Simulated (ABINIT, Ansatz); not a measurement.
# H2Pb (P-3m1): zone-centre phonons, part 4 of 4

Which modes does H2Pb (P-3m1) have at the zone centre?

ABINIT 10.8.3; DFT LDA, scalar-relativistic, plane waves, HGH norm-conserving pseudopotentials.

So far, highest optical zone-centre mode (no LO-TO term) (cm⁻¹): step 5 (zone-centre analysis) 815; step 6 (ASR 0, chneut 0) 815.

The structure was built from a prototype and need not be the compound's stable phase.

## (7) The same in Ansatz

The same cell goes through another code, with its own cutoff. The potentials differ.

This step: DFT LDA, scalar-relativistic, plane waves, PseudoDojo norm-conserving pseudopotentials (Ansatz 0.2.0).

Contents of input.yaml:

```yaml
crystal:
  lattice:
    - [3.6224150477, 0.0, 0.0]
    - [-1.8112075251, 3.1371034536, 0.0]
    - [0.0, 0.0, 3.3436133693]
  atoms:
    - { symbol: Pb, position: [0.0, 0.0, 0.0] }
    - { symbol: H, position: [0.3333333333, 0.6666666667, 0.240173993] }
    - { symbol: H, position: [0.6666666667, 0.3333333333, 0.759826007] }
kpoints:
  mp_grid: { grid: [9, 9, 8] }
hamiltonian:
  xc: lda
  pseudopotentials: { kind: nc, accuracy: standard }
scf:
  occupations: { method: gaussian, width: 0.27211 }
output:
  eigenvalues: true
phonons:
  method: dfpt
```

Run with:

```bash
$ ansatz run input.yaml --threads 4 --pin off --max-ram 8192MiB --backend cpu --events-out ev --progress --plain --runs-dir out
```

The program printed:

```text
Engine: ansatz 0.2.0, aarch64-unknown-linux-gnu
Pseudopotentials: kind: nc
Pseudopotential: Pb, nc, valence charge 14, recommended cutoff 761.918815 eV (normal), Pb.nc.azcp (PseudoDojo's, or run here from an input of PseudoDojo's; its table is named by hamiltonian.pseudopotentials.accuracy)
Pseudopotential: H, nc, valence charge 1, recommended cutoff 1006.821291 eV (normal), H.nc.azcp (PseudoDojo's, or run here from an input of PseudoDojo's; its table is named by hamiltonian.pseudopotentials.accuracy)
Functional definition: SPW92
  exchange = slater_x
  correlation = pw_c
Crystal: 3 atoms, lattice volume = 37.996 Å³
Basis set: ecut = 1006.821291 eV, 2777 PW (Γ), exchange–correlation on 80×80×72 points (8 copies of the dense FFT grid, shifted against one another)
Bands: 12, of which v1, the nominal top of the filled ones, is band 8 counted from 1 (7 counted from 0)
Symmetry: 12 space group operations
k-points: 185 of 648 (irreducible under 2 space group operations, time reversal used)
Non-local potential: Pb, projectors of the file, l = 0: 2, l = 1: 2, l = 2: 2
Non-local potential: H, projectors of the file, l = 0: 2, l = 1: 1
Initial density: superposition of atomic densities (chi_scale 0.1, normalization cell, long waves kept (reshape's long-wave potential 0.00 eV rms))
Initial wavefunctions: pseudopotential atomic-orbital guess
Functional: x = slater, c = lda
SCF iter   1: F=—  HF=-1942.174559 eV  |F-HF|=—  |Δ(HF+E_count)|=         —  Δρ=5.38e-2  dr2=1.24e0  ethr=3.10e-3  ⟨swp⟩=5.7  Hψ=12723  notcnv=0
preconditioner: auto → none  [metal: Δε(μ)=0.045 eV  Ē_g=17.187 eV  σ=0.272 eV  W_gap=0.09  n_scr=8 (ndim 8)  ℏωp=24.1 eV  f_vac=0.000  D(μ)=0.58/eV (n_scr^D=0)  sad-step TF]
SCF iter   2: F=—  HF=-1941.861729 eV  |F-HF|=—  |Δ(HF+E_count)|=   3.13e-1  Δρ=2.78e-2  dr2=3.71e-1  ethr=3.10e-3  ⟨swp⟩=1.2  Hψ=3750  notcnv=0
SCF iter   3: F=—  HF=-1941.734416 eV  |F-HF|=—  |Δ(HF+E_count)|=   1.27e-1  Δρ=3.39e-3  dr2=2.09e-3  ethr=2.32e-3  ⟨swp⟩=2.1  Hψ=3272  notcnv=0
SCF iter   4: F=—  HF=-1941.734823 eV  |F-HF|=—  |Δ(HF+E_count)|=   4.07e-4  Δρ=6.71e-4  dr2=1.76e-4  ethr=1.31e-5  ⟨swp⟩=2.6  Hψ=4242  notcnv=0  defer=5
SCF iter   5: F=—  HF=-1941.734774 eV  |F-HF|=—  |Δ(HF+E_count)|=   4.90e-5  Δρ=1.39e-4  dr2=1.13e-5  ethr=1.10e-6  ⟨swp⟩=2.5  Hψ=3687  notcnv=0  defer=5
SCF iter   6: F=—  HF=-1941.734769 eV  |F-HF|=—  |Δ(HF+E_count)|=   4.54e-6  Δρ=2.28e-5  dr2=1.16e-7  ethr=7.08e-8  ⟨swp⟩=2.4  Hψ=3560  notcnv=0  defer=5
SCF iter   7: F=—  HF=-1941.734770 eV  |F-HF|=—  |Δ(HF+E_count)|=   2.41e-7  Δρ=2.01e-6  dr2=1.11e-9  ethr=7.24e-10  ⟨swp⟩=2.6  Hψ=3705  notcnv=0  defer=15
SCF iter   8: F=—  HF=-1941.734770 eV  |F-HF|=—  |Δ(HF+E_count)|=  3.28e-10  Δρ=4.81e-7  dr2=4.86e-11  ethr=6.96e-12  ⟨swp⟩=2.2  Hψ=3686  notcnv=0  defer=15
SCF iter   9: F=-1941.734770 eV  HF=-1941.734770 eV  |F-HF|=2.27e-13  |Δ(HF+E_count)|=  1.39e-11  Δρ=2.13e-8  dr2=1.51e-13  ethr=1.00e-12  ⟨swp⟩=8.5  Hψ=12893  notcnv=0
SCF 1 converged in 9 iterations: F = -1941.734770 eV  dr2 = 1.51e-13
DFPT response loops at Γ: preconditioner auto → Kerker (q_TF=auto, 2.362 Å⁻¹) (partly filled bands, converged f_vac=0.000); β = 1.00, the filter's whole step (`scf.mixing.beta` (0.50) is not read by the response loops under this deck's `scf.mixing.preconditioner`; to damp them name `kerker` or `kerker_dos`, under which they read `scf.mixing.beta`, and type it under 1.00, their step now; both keys bind the ground state too); Broyden in place of MSR1
SCF converged after 9 iterations
Free energy (F): -1941.734770 eV
Harris-Foulkes:  -1941.734770 eV  (|F-HF|=2.27e-13)
Internal energy: -1941.710297 eV  (E = F + TS)
E sigma→0 (E₀):  -1941.722533 eV
Entropy (-TS):   -0.024473 eV (-8.158 meV/atom)
Fermi energy:    8.636322 eV
--- Per-component energies (eV) ---
  E_band       = -57.101019
  E_kinetic    = 966.774006
  E_local      = -1059.929848  (includes V_loc(G=0)·N_el)
  E_nonlocal   = -392.151860
  E_hartree    = 380.671244
  E_xc         = -555.659899
  E_vxc        = -333.135800  (∫ρ·V_xc dr)
  E_ewald      = -1281.413940
  E_smearing   = -0.024473  (= −TS)
  E_closure    = 0.000000  (closes the sum)
  Σ components = -1941.734770   (vs F -1941.734770, Δ=0.00e0)
--- Band table (eV; the first three rows and the last of 185) ---
  k-point 0: bands = [... 4 lower, -7.8100, -3.3190, 7.6795, 11.5640, 13.3049, 13.3049, 14.7297, 16.1299]
  k-point 1: bands = [... 4 lower, -7.8279, -3.1241, 7.0345, 11.6812, 13.4139, 13.5290, 13.5290, 18.2667]
  k-point 2: bands = [... 4 lower, -7.8708, -2.5586, 5.4374, 12.0099, 12.6435, 14.1354, 14.1354, 18.7318]
  k-point 184: bands = [... 4 lower, -7.7226, 0.9065, 5.0119, 6.1573, 8.4390, 11.8501, 12.1643, 18.3477]
--- Phonons (Γ-DFPT): 4 representative perturbations + reference, on 185 of 648 k-points (Σ response iterations 12) ---
  k mesh reduced under 2 symmetry operations, with k and −k counted as one. Each operation leaves every solved perturbation unchanged. A smaller set is not used because it would not reduce the number of displacements times k-points to solve
  ASR residual: 3.828e-5 → 0.000e0 eV/Å²; symmetrization residual: 5.198e-6 eV/Å²
  ASR residual per site (eV/Å²): 3.83e-5 4.41e-6 4.41e-6
  Γ frequencies (cm⁻¹): 0.00 0.00 0.00 191.22 191.22 429.34 793.22 848.61 848.61
  non-analytic LO–TO correction: not included (Born effective charges unavailable; polar crystals: no LO–TO splitting at Γ)
```

Run time: 18 s. Hardware: 4 threads of Arm Neoverse V2, shared host; peak memory 0.86 GiB; 71 s of CPU time.

Numbers from this step:

```yaml
sum_rule_residual_before_enforcement: 3.83e-5 eV/Å²
highest_optical_zone_centre_mode_no_lo_to_term: 848.6 cm⁻¹
lowest_optical_zone_centre_mode: 191.2 cm⁻¹
```

## (8) Side by side: ABINIT HGH and Ansatz, PseudoDojo

Worked out from the results:

```yaml
root_mean_square_difference: 243.1 cm⁻¹
largest_difference: 419.6 cm⁻¹
```

Frequencies side by side, by row:

| q (reciprocal lattice) | mode | ABINIT HGH (cm⁻¹) | Ansatz, PseudoDojo (cm⁻¹) |
| --- | --- | --- | --- |
| 0 0 0 | 1 | -228.3 | 191.2 |
| 0 0 0 | 2 | -228.3 | 191.2 |
| 0 0 0 | 3 | 0 | 0 |
| 0 0 0 | 4 | 0 | 0 |
| 0 0 0 | 5 | 0 | 0 |
| 0 0 0 | 6 | 441.3 | 429.3 |
| 0 0 0 | 7 | 797.8 | 793.2 |
| 0 0 0 | 8 | 815 | 848.6 |
| 0 0 0 | 9 | 815 | 848.6 |

At the zone centre the largest difference (acoustic modes at Γ apart) is 51 % of the highest mode, but 184 % of the mode at 228i cm⁻¹ on which it sits.

## (9) What came out

| Property | Result |
| --- | --- |
| space group after relaxation | P-3m1 |
| volume per atom | 12.7 Å³ |
| highest optical zone-centre mode (no LO-TO term) | 815.0 cm⁻¹ |
| lowest optical zone-centre mode | -228.3 cm⁻¹ |
| imaginary optical modes at the zone centre (no q mesh in this session) | yes |
| largest difference from Ansatz, PseudoDojo | 419.6 cm⁻¹ |

In words: At the LDA level the optical modes of H2Pb (P-3m1) at the zone centre run from 228i to 815 cm⁻¹, so the structure is a saddle point, with 2 modes beyond 10i cm⁻¹ there. The second run, on other potentials, disagrees on stability itself, so the verdict is unsettled. The base run prints -0.48 GPa, mostly the error of a finite basis; the relaxation, with a smoothed and higher cutoff, had brought the cell to rest. ABINIT HGH and Ansatz, PseudoDojo differ by 243.1 cm⁻¹ in the root mean square and by 419.6 cm⁻¹ at most, 51.5 % of the highest mode compared (acoustic modes at Γ left out); the two use different potentials, and the cell was not relaxed for the second set. These are harmonic frequencies at zero temperature: anharmonic shifts and linewidths and thermal expansion are left out. Spin-orbit coupling is left out, which can matter for the heavy elements here. The HGH files keep few electrons and have no core correction, which is cheap but rough for Pb. In a metal the frequencies hang on the k mesh and the smearing, most of all near Kohn anomalies. The structure is a hypothetical one, built on a prototype.

[Host names and launcher messages were left out of these logs when they were recorded.]

[Logs are printed without paths, hosts, clocks, repeated set-up lines and the standing remarks that a program may print on its own settings, such as how far it seeks lower states.]

[Hosts, paths, dates, database ids (printed as entryN), source tags and the programs' standing remarks are cut or masked in the printed files.]
